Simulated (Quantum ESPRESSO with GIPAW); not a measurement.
# Cs2KYF6: from the crystal structure to its NMR spectrum

Aim: the magnetic shielding of every site in Cs2KYF6.

Main program and level: Quantum ESPRESSO with GIPAW 8.0dev (patched build); DFT, PBEsol, plane-wave PAW (pslibrary 1.0.0 recipes), scalar-relativistic, GIPAW; a patched development version of the program.

## 1. The structure

It takes space group Fm-3m (No. 225, cubic). The conventional cell has a = 9.445 Å, b = 9.445 Å, c = 9.445 Å, α = 90.00°, β = 90.00°, γ = 90.00°. Nearest to Cs lie 12 F at 3.35 Å. Y has 6 F at 2.16 Å nearest. K has 6 F at 2.56 Å nearest. F has 1 Y at 2.16 Å and 1 K at 2.56 Å and 4 Cs at 3.35 Å nearest. Farther neighbours and most contacts between anions are not listed.

As a file:

```cif
data_structure
_symmetry_space_group_name_H-M 'P 1'
_symmetry_Int_Tables_number 1
_cell_length_a 6.6786
_cell_length_b 6.6786
_cell_length_c 6.6786
_cell_angle_alpha 60.000
_cell_angle_beta 60.000
_cell_angle_gamma 60.000
_cell_volume 210.64
loop_
_atom_site_label
_atom_site_type_symbol
_atom_site_fract_x
_atom_site_fract_y
_atom_site_fract_z
_atom_site_occupancy
Cs1 Cs 0.75000 0.75000 0.75000 1
Cs2 Cs 0.25000 0.25000 0.25000 1
Y3 Y 0.00000 0.00000 0.00000 1
K4 K 0.50000 0.50000 0.50000 1
F5 F 0.77099 0.77099 0.22901 1
F6 F 0.22901 0.22901 0.77099 1
F7 F 0.77099 0.22901 0.77099 1
F8 F 0.22901 0.77099 0.77099 1
F9 F 0.22901 0.77099 0.22901 1
F10 F 0.77099 0.22901 0.22901 1
```

The cell is an entry of the Crystallography Open Database; it need not be the form that is stable at ambient conditions.

This structure had its atoms relaxed beforehand (DFT, PBEsol, plane-wave PAW (pslibrary 1.0.0 recipes), Quantum ESPRESSO with GIPAW), starting from the database entry, since shieldings follow bond lengths closely.

## 2. Self-consistent run

The shielding is a linear response of the occupied states, which this run provides. It is converged far beyond what an energy needs, since the response uses the wavefunctions themselves. No empty states are asked for: the response is solved without them. The mesh has a spacing of 0.39 Å⁻¹ at most. The PAW files were made with ld1.x from the pslibrary 1.0.0 recipes, with GIPAW reconstruction switched on (the recipe of F and Cs slightly mended, as the packaged one fails to give a sound file).

Contents of run_scf.py:

```python
from ase import Atoms
from ase.calculators.espresso import Espresso, EspressoProfile

atoms = Atoms(
    ['Cs', 'Cs', 'Y', 'K', 'F', 'F', 'F', 'F', 'F', 'F'],
    cell=[
        [0.00000000, 4.72250000, 4.72250000],
        [4.72250000, 0.00000000, 4.72250000],
        [4.72250000, 4.72250000, 0.00000000],
    ],
    scaled_positions=[
        [0.75000000, 0.75000000, 0.75000000],
        [0.25000000, 0.25000000, 0.25000000],
        [0.00000000, 0.00000000, -0.00000000],
        [0.50000000, 0.50000000, 0.50000000],
        [0.77099290, 0.77099290, 0.22900710],
        [0.22900710, 0.22900710, 0.77099290],
        [0.77099290, 0.22900710, 0.77099290],
        [0.22900710, 0.77099290, 0.77099290],
        [0.22900710, 0.77099290, 0.22900710],
        [0.77099290, 0.22900710, 0.22900710],
    ],
    pbc=True,
)
atoms.calc = Espresso(
    profile=EspressoProfile(command='mpirun -np 4 pw.x -nk 4', pseudo_dir='./'),
    pseudopotentials={
        'Cs': 'Cs.pbesol-spnd-kjpaw_psl.1.0.0-gipaw.UPF',
        'Y': 'Y.pbesol-spn-kjpaw_psl.1.0.0-gipaw.UPF',
        'K': 'K.pbesol-spn-kjpaw_psl.1.0.0-gipaw.UPF',
        'F': 'F.pbesol-n-kjpaw_psl.1.0.0-gipaw.UPF',
    },
    input_data={
        'control': {'calculation': 'scf', 'prefix': 'x', 'outdir': './tmp/'},
        'system': {'ecutwfc': 55, 'ecutrho': 330, 'nbnd': 40},
        'electrons': {'conv_thr': 1.0e-10, 'mixing_beta': 0.7, 'electron_maxstep': 100},
    },
    kpts=(3, 3, 3),
    koffset=(0, 0, 0),
)
print('energy', atoms.get_potential_energy(), 'eV')
```

ASE writes espresso.pwi from it and starts pw.x, whose log goes to espresso.pwo.

Contents of espresso.pwi:

```
&CONTROL
   calculation      = 'scf'
   outdir           = './tmp/'
   prefix           = 'x'
   pseudo_dir       = './'
/
&SYSTEM
   nbnd             = 40
   ecutwfc          = 55
   ecutrho          = 330
   ntyp             = 4
   nat              = 10
   ibrav            = 0
/
&ELECTRONS
   electron_maxstep = 100
   conv_thr         = 1e-10
   mixing_beta      = 0.7
/
&IONS
/
&CELL
/
&FCP
/
&RISM
/
ATOMIC_SPECIES
Cs 132.90545196 Cs.pbesol-spnd-kjpaw_psl.1.0.0-gipaw.UPF
Y 88.90584 Y.pbesol-spn-kjpaw_psl.1.0.0-gipaw.UPF
K 39.0983 K.pbesol-spn-kjpaw_psl.1.0.0-gipaw.UPF
F 18.998403163 F.pbesol-n-kjpaw_psl.1.0.0-gipaw.UPF

K_POINTS automatic
3 3 3  0 0 0

CELL_PARAMETERS angstrom
0.00000000000000 4.72250000000000 4.72250000000000
4.72250000000000 0.00000000000000 4.72250000000000
4.72250000000000 4.72250000000000 0.00000000000000

ATOMIC_POSITIONS angstrom
Cs 7.0837500000 7.0837500000 7.0837500000  
Cs 2.3612500000 2.3612500000 2.3612500000  
Y 0.0000000000 0.0000000000 0.0000000000  
K 4.7225000000 4.7225000000 4.7225000000  
F 4.7225000000 4.7225000000 7.2820279405  
F 4.7225000000 4.7225000000 2.1629720595  
F 4.7225000000 7.2820279405 4.7225000000  
F 7.2820279405 4.7225000000 4.7225000000  
F 4.7225000000 2.1629720595 4.7225000000  
F 2.1629720595 4.7225000000 4.7225000000
```

Run with:

```sh
$ python run_scf.py
```

The log of the run:

```text
Warning: card &CELL ignored
Warning: card &FCP ignored
Warning: card &RISM ignored

     using ibrav=0 with symmetry is DISCOURAGED, use correct ibrav instead

     bravais-lattice index     =            0
     lattice parameter (alat)  =      12.6208  a.u.
     unit-cell volume          =    1421.4857 (a.u.)^3
     number of atoms/cell      =           10
     number of atomic types    =            4
     number of electrons       =        80.00
     number of Kohn-Sham states=           40
     kinetic-energy cutoff     =      55.0000  Ry
     charge density cutoff     =     330.0000  Ry
     scf convergence threshold =      1.0E-10
     mixing beta               =       0.7000
     number of iterations used =            8  plain     mixing
     Exchange-correlation= SLA-PW-PSX-PSC
                           (   1   4  10   8   0   0   0)
[...]
Cs                9.00   132.90545     Cs( 1.00)
     Y                11.00    88.90584     Y ( 1.00)
     K                 9.00    39.09830     K ( 1.00)
     F                 7.00    18.99840     F ( 1.00)

     48 Sym. Ops., with inversion, found
[...]
number of k points=     4
[...]
Dense  grid:   144071 G-vectors     FFT dimensions: (  75,  75,  75)

     Smooth grid:    78343 G-vectors     FFT dimensions: (  60,  60,  60)

     Check: negative core charge=   -0.000002

     Initial potential from superposition of free atoms

     starting charge      79.8996, renormalised to      80.0000
     Starting wfcs are   55 randomized atomic wfcs

     Self-consistent Calculation

     iteration #  1     ecut=    55.00 Ry     beta= 0.70
     Davidson diagonalization with overlap
     ethr =  1.00E-02,  avg # of iterations =  1.0

     total energy              =   -1562.28342560 Ry
     estimated scf accuracy    <       1.41152991 Ry

     iteration #  2     ecut=    55.00 Ry     beta= 0.70
     Davidson diagonalization with overlap
     ethr =  1.76E-03,  avg # of iterations =  4.0

     total energy              =   -1562.54954701 Ry
     estimated scf accuracy    <       2.21526047 Ry

     iteration #  3     ecut=    55.00 Ry     beta= 0.70
     Davidson diagonalization with overlap
     ethr =  1.76E-03,  avg # of iterations =  3.0

     total energy              =   -1562.98324267 Ry
     estimated scf accuracy    <       0.00891905 Ry

[...]
total energy              =   -1562.98923163 Ry
[...]
iteration # 11     ecut=    55.00 Ry     beta= 0.70
     Davidson diagonalization with overlap
     ethr =  1.60E-13,  avg # of iterations =  4.2

     total energy              =   -1562.98923163 Ry
     estimated scf accuracy    <          1.0E-10 Ry

     iteration # 12     ecut=    55.00 Ry     beta= 0.70
     Davidson diagonalization with overlap
     ethr =  1.30E-13,  avg # of iterations =  2.0

     End of self-consistent calculation
     [one-electron energies left out]

!    total energy              =   -1562.98923163 Ry
     total all-electron energy =    -40301.466736 Ry
     estimated scf accuracy    <          1.2E-12 Ry

     The total energy is the sum of the following terms:
     one-electron contribution =    -240.66005568 Ry
     hartree contribution      =     164.67108058 Ry
     xc contribution           =    -128.15303168 Ry
     ewald contribution        =    -330.12244793 Ry
     one-center paw contrib.   =   -1028.72477694 Ry

     convergence has been achieved in  12 iterations
[...]
JOB DONE.
```

Run time: 37 s. Hardware: 4 MPI ranks of Arm Neoverse V1, shared host; peak memory 1.2 GiB.

It converged in 12 cycles to an estimated accuracy of 1e-12 Ry, on 4 irreducible k-points.

## 3. Shieldings

A uniform field breaks periodicity, so gipaw.x applies it as a wave of small q and takes the limit. It solves for the first-order states, builds the induced current and gets the field at each nucleus by Biot–Savart; the PAW spheres add what the smooth waves miss near the nuclei. pawproj makes the reconstruction use the PAW data sets' own projectors.

Contents of nmr.in:

```
&inputgipaw
  job = 'nmr'
  prefix = 'x'
  tmp_dir = './tmp/'
  restart_mode = 'from_scratch'
  verbosity = 'low'
  q_gipaw = 0.01
  spline_ps = .true.
  conv_threshold = 1.0d-11
  use_nmr_macroscopic_shape = .false.
  pawproj(1) = .true.
  pawproj(2) = .true.
  pawproj(3) = .true.
  pawproj(4) = .true.
/
```

Run with:

```sh
$ mpirun -np 4 gipaw.x -in nmr.in > nmr.out
```

The log of the run:

```text
[banner, memory and clock lines left out]
[a note of our patched build left out]

     Parallelizing q-star over 1 images

     IMPORTANT: XC functional enforced from input :
     Exchange-correlation= PBESOL
                           (   1   4  10   8   0   0   0)
     Any further DFT definition will be discarded
     Please, verify this is what you really want

     Check: negative core charge=   -0.000002
[...]
projs nearly linearly dependent: l=0  n1,n2= 1, 2  s=  0.99599683
[...]
projs nearly linearly dependent: l=0  n1,n2= 1, 2  s=  0.99281050
[...]
projs nearly linearly dependent: l=0  n1,n2= 1, 2  s=  0.99583929
[...]
alpha_pv=     75.2238 eV

     spline_ps is .false., expect some extrapolation errors

     q-space interpolation up to    66.00 Rydberg

     GIPAW job: nmr
     NMR macroscopic correction: no
[...]
Computing the magnetic susceptibility     isolve=0    ethr=  0.1000E-10
     Starting from scratch
     k-point #    1 of     4      pool #  1    cpu time:       2.4
[...]
End of magnetic susceptibility calculation

     f-sum rule (1st term):
           -78.3120          0.0000          0.0000
             0.0000        -78.3120          0.0000
             0.0000         -0.0000        -78.3120

     f-sum rule (2nd term):
            -2.0504          0.0000          0.0000
             0.0000         -2.0504          0.0000
            -0.0000          0.0000         -2.0504

     f-sum rule (should be   -80.3432):
           -80.3624          0.0000          0.0000
             0.0000        -80.3624          0.0000
             0.0000         -0.0000        -80.3624

[... susceptibilities left out ...]
     Contributions to the NMR chemical shifts: -------------------------------

     Macroscopic shape contribution in ppm:                    0.00
             0.0000          0.0000          0.0000
             0.0000          0.0000          0.0000
             0.0000          0.0000          0.0000

     Core contribution in ppm:

     Atom  1  Cs  pos: (  1.060660  1.060660  1.060660)  core sigma:        5983.18
     Atom  2  Cs  pos: (  0.353553  0.353553  0.353553)  core sigma:        5983.18
     Atom  3  Y   pos: (  0.000000  0.000000  0.000000)  core sigma:        3553.05
     Atom  4  K   pos: (  0.707107  0.707107  0.707107)  core sigma:        1192.38
     Atom  5  F   pos: (  0.707107  0.707107  1.090349)  core sigma:         305.83
     Atom  6  F   pos: (  0.707107  0.707107  0.323865)  core sigma:         305.83
     Atom  7  F   pos: (  0.707107  1.090349  0.707107)  core sigma:         305.83
     Atom  8  F   pos: (  1.090349  0.707107  0.707107)  core sigma:         305.83
     Atom  9  F   pos: (  0.707107  0.323865  0.707107)  core sigma:         305.83
     Atom 10  F   pos: (  0.323865  0.707107  0.707107)  core sigma:         305.83

     Bare contribution in ppm:

     Atom  1  Cs  pos: (  1.060660  1.060660  1.060660)  bare sigma:          98.65
[...]
Atom  2  Cs  pos: (  0.353553  0.353553  0.353553)  bare sigma:          98.65
[...]
Atom  3  Y   pos: (  0.000000  0.000000  0.000000)  bare sigma:          67.04
[...]
Atom  4  K   pos: (  0.707107  0.707107  0.707107)  bare sigma:         117.69
[...]
Atom  5  F   pos: (  0.707107  0.707107  1.090349)  bare sigma:          67.71
[...]
Atom  6  F   pos: (  0.707107  0.707107  0.323865)  bare sigma:          67.71
[...]
Atom  7  F   pos: (  0.707107  1.090349  0.707107)  bare sigma:          67.71
[...]
Atom  8  F   pos: (  1.090349  0.707107  0.707107)  bare sigma:          67.71
[...]
Atom  9  F   pos: (  0.707107  0.323865  0.707107)  bare sigma:          67.71
[...]
Atom 10  F   pos: (  0.323865  0.707107  0.707107)  bare sigma:          67.71
[...]
Diamagnetic contribution in ppm:

     Atom  1  Cs  pos: (  1.060660  1.060660  1.060660)  dia sigma:         -22.58
[...]
Atom  2  Cs  pos: (  0.353553  0.353553  0.353553)  dia sigma:         -22.58
[...]
Atom  3  Y   pos: (  0.000000  0.000000  0.000000)  dia sigma:         -28.33
[...]
Atom  4  K   pos: (  0.707107  0.707107  0.707107)  dia sigma:          -3.51
[...]
Atom  5  F   pos: (  0.707107  0.707107  1.090349)  dia sigma:          42.99
[...]
Atom  6  F   pos: (  0.707107  0.707107  0.323865)  dia sigma:          42.99
[...]
Atom  7  F   pos: (  0.707107  1.090349  0.707107)  dia sigma:          42.99
[...]
Atom  8  F   pos: (  1.090349  0.707107  0.707107)  dia sigma:          42.99
[...]
Atom  9  F   pos: (  0.707107  0.323865  0.707107)  dia sigma:          42.99
[...]
Atom 10  F   pos: (  0.323865  0.707107  0.707107)  dia sigma:          42.99
[...]
Paramagnetic contribution in ppm:

     Atom  1  Cs  pos: (  1.060660  1.060660  1.060660)  para sigma:       -2999.29
[...]
Atom  2  Cs  pos: (  0.353553  0.353553  0.353553)  para sigma:       -2999.29
[...]
Atom  3  Y   pos: (  0.000000  0.000000  0.000000)  para sigma:       -2002.33
[...]
Atom  4  K   pos: (  0.707107  0.707107  0.707107)  para sigma:        -236.24
[...]
Atom  5  F   pos: (  0.707107  0.707107  1.090349)  para sigma:          72.16
[...]
Atom  6  F   pos: (  0.707107  0.707107  0.323865)  para sigma:          72.16
[...]
Atom  7  F   pos: (  0.707107  1.090349  0.707107)  para sigma:          72.16
[...]
Atom  8  F   pos: (  1.090349  0.707107  0.707107)  para sigma:          72.16
[...]
Atom  9  F   pos: (  0.707107  0.323865  0.707107)  para sigma:          72.16
[...]
Atom 10  F   pos: (  0.323865  0.707107  0.707107)  para sigma:          72.16
[...]
Paramagnetic US occ-occ contribution in ppm:

     Atom  1  Cs  pos: (  1.060660  1.060660  1.060660)  para_oo sigma:          -3.27
[...]
Atom  2  Cs  pos: (  0.353553  0.353553  0.353553)  para_oo sigma:          -3.27
[...]
Atom  3  Y   pos: (  0.000000  0.000000  0.000000)  para_oo sigma:         -17.00
[...]
Atom  4  K   pos: (  0.707107  0.707107  0.707107)  para_oo sigma:          -2.07
[...]
Atom  5  F   pos: (  0.707107  0.707107  1.090349)  para_oo sigma:           0.91
[...]
Atom  6  F   pos: (  0.707107  0.707107  0.323865)  para_oo sigma:           0.91
[...]
Atom  7  F   pos: (  0.707107  1.090349  0.707107)  para_oo sigma:           0.91
[...]
Atom  8  F   pos: (  1.090349  0.707107  0.707107)  para_oo sigma:           0.91
[...]
Atom  9  F   pos: (  0.707107  0.323865  0.707107)  para_oo sigma:           0.91
[...]
Atom 10  F   pos: (  0.323865  0.707107  0.707107)  para_oo sigma:           0.91
[...]
Paramagnetic US L_R Q_R contribution in ppm:

     Atom  1  Cs  pos: (  1.060660  1.060660  1.060660)  para_lq sigma:        2593.26
[...]
Atom  2  Cs  pos: (  0.353553  0.353553  0.353553)  para_lq sigma:        2593.26
[...]
Atom  3  Y   pos: (  0.000000  0.000000  0.000000)  para_lq sigma:         890.74
[...]
Atom  4  K   pos: (  0.707107  0.707107  0.707107)  para_lq sigma:          99.85
[...]
Atom  5  F   pos: (  0.707107  0.707107  1.090349)  para_lq sigma:        -312.99
[...]
Atom  6  F   pos: (  0.707107  0.707107  0.323865)  para_lq sigma:        -312.99
[...]
Atom  7  F   pos: (  0.707107  1.090349  0.707107)  para_lq sigma:        -312.99
[...]
Atom  8  F   pos: (  1.090349  0.707107  0.707107)  para_lq sigma:        -312.99
[...]
Atom  9  F   pos: (  0.707107  0.323865  0.707107)  para_lq sigma:        -312.99
[...]
Atom 10  F   pos: (  0.323865  0.707107  0.707107)  para_lq sigma:        -312.99
[...]
Total NMR chemical shifts in ppm: ---------------------------------------
     (adopting the Simpson convention for anisotropy and asymmetry)-----------

     Atom  1  Cs  pos: (  1.060660  1.060660  1.060660)  Total sigma:        5649.96
          5649.9563          0.0000          0.0000
             0.0000       5649.9563          0.0000
             0.0000          0.0000       5649.9563

     Cs      1    anisotropy:      0.00    eta:    0.0000
[...]
Atom  2  Cs  pos: (  0.353553  0.353553  0.353553)  Total sigma:        5649.96
[... its tensor is left out ...]
     Atom  3  Y   pos: (  0.000000  0.000000  0.000000)  Total sigma:        2463.18
          2463.1822         -0.0000          0.0000
            -0.0000       2463.1822         -0.0000
             0.0000         -0.0000       2463.1822

     Y       3    anisotropy:      0.00    eta:    0.0000
[...]
Atom  4  K   pos: (  0.707107  0.707107  0.707107)  Total sigma:        1168.10
          1168.0970          0.0000          0.0000
             0.0000       1168.0970          0.0000
             0.0000          0.0000       1168.0970

     K       4    anisotropy:      0.00    eta:    0.0000
[...]
Atom  5  F   pos: (  0.707107  0.707107  1.090349)  Total sigma:         176.61
           104.5779         -0.0000          0.0000
            -0.0000        104.5779          0.0000
             0.0000          0.0000        320.6709

     F       5    anisotropy:    216.09    eta:    0.0000
[...]
Atom  6  F   pos: (  0.707107  0.707107  0.323865)  Total sigma:         176.61
[... its tensor is left out ...]
     Atom  7  F   pos: (  0.707107  1.090349  0.707107)  Total sigma:         176.61
[... its tensor is left out ...]
     Atom  8  F   pos: (  1.090349  0.707107  0.707107)  Total sigma:         176.61
[... its tensor is left out ...]
     Atom  9  F   pos: (  0.707107  0.323865  0.707107)  Total sigma:         176.61
[... its tensor is left out ...]
     Atom 10  F   pos: (  0.323865  0.707107  0.707107)  Total sigma:         176.61
[... its tensor is left out ...]
```

The job ended after 3.9 min (4 MPI ranks; peak memory 0.67 GiB).

(Part 1 of 2 ends here.)

[Banner, clock, file and message-heading lines were taken out of the pw.x and gipaw.x logs.]

[Logs are printed without paths, hosts, clocks, repeated set-up lines and the standing remarks that a program may print on its own settings, such as how far it seeks lower states.]

[Hosts, paths, dates, database ids (printed as entryN), source tags and the programs' standing remarks are cut or masked in the printed files.]

[Where no reference line passes its bar on scatter, no shift is given, so a measured shift of this compound may stand uncompared.]
